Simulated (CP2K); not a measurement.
Two runs for the C K edge of triflate. Run A: CP2K XAS_TDP, all-electron GAPW, PBEh(45%), aug-cc-pVDZ, TDA, no relativity. Run B differs in one setting.

First lines with a strength over 0.0015. A:

```tsv
atom	energy (eV)	states	strength, one atom
C5 (bonded to 3 F and S)	289.43	1	0.0850
	289.56	1	0.0853
	290.87	1	0.0696
	291.09	1	0.0027
	292.35	1	0.0042
```

B:

```tsv
atom	energy (eV)	states	strength, one atom
C5 (bonded to 3 F and S)	291.40	1	0.0910
	291.52	1	0.0914
	292.86	1	0.0771
	293.25	1	0.0017
	294.43	1	0.0052
```

Question: Which was it: scalar relativity switched on, the basis, the functional, GW2X switched on?

The functional (functional from PBEh(45%) to BHandHLYP; the lines alone don't name the new value). A functional moves all lines by electronvolts and changes their spacings and strengths. Against PBEh(45%) in aug-cc-pVDZ, the leading line moves by +1.97 eV, to 291.40 eV; the strength of C5's goes from 0.0850 to 0.0910.

[Banner, clock and machine lines of the logs are left out without a mark of their own.]

[Logs are printed without paths, hosts, clocks, repeated set-up lines and the standing remarks that a program may print on its own settings, such as how far it seeks lower states.]

[Hosts, paths, dates, database ids (printed as entryN), source tags and the programs' standing remarks are cut or masked in the printed files.]
